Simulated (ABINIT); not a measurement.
# Calculated records

```
! title: BN (Qingsongite): G0W0 with ABINIT, start to end
! method: RPA screening on LDA, plane waves, norm-conserving pseudopotentials (and 2 further levels or steps)
! program: ABINIT 10.8.3
! settings: cutoff 36 Ha, PseudoDojo scalar-relativistic 0.4.1 standard, norm-conserving, potential set dojo-sr-lda-0.4.1-standard, ngkpt (8, 8, 8), nband 68, ecuteps 9 Ha, inclvkb 2, shiftk (0, 0, 0), symchi 1, awtr 1, frequency ppm, 8×8×8 k-mesh
! cost: 5 runs, 18 min in all on 4 MPI ranks of Arm Neoverse N1, shared host
! notes: The program’s warnings: nkpt*nsppol () is not a multiple of nproc spkpt (). The cell and positions come from the Crystallography Open Database and are kept as given unless a step says otherwise.
! LDA gap: 4.42 eV, indirect
! G0W0 gap on the mesh: 6.21 eV
! GW settings: 8×8×8 mesh, 68 bands, screening to 244.9 eV, Godby-Needs plasmon pole
! known limits: short of the basis limit
CELL_PARAMETERS angstrom
0.00000 1.80750 1.80750
1.80750 0.00000 1.80750
1.80750 1.80750 0.00000
ATOMIC_POSITIONS crystal
B 0.00000 0.00000 0.00000
N 0.25000 0.25000 0.25000
```

[Long decimals in the printed logs are rounded to 6 places.]

[Logs are printed without paths, hosts, clocks, repeated set-up lines and the standing remarks that a program may print on its own settings, such as how far it seeks lower states.]

[Paths, hosts, dates, memory and timing lines, banners, echoed tables and standing remarks are left out of the program output; an Ansatz launch command may be rebuilt from the run's recorded settings. Measured values are a selection of at most five: reports struck by readers or far from the other reports are left out. None is set beside runs whose start may be inverted or whose files or cutoffs have a known fault.]

[Runs of the session that timed out or met a known fault of the program may be left out.]

[Hosts, paths, dates, database ids (printed as entryN), source tags and the programs' standing remarks are cut or masked in the printed files.]

[G0W0 gaps are taken among the corrected bands and points alone; a level outside them can change the order at an edge.]

[Where Ansatz stands beside ABINIT at settings called matched, ABINIT's density can come from a denser mesh and the files from another edition; pairs whose starting gaps differed by over 0.03 eV were left out, so agreement reads better than it is.]
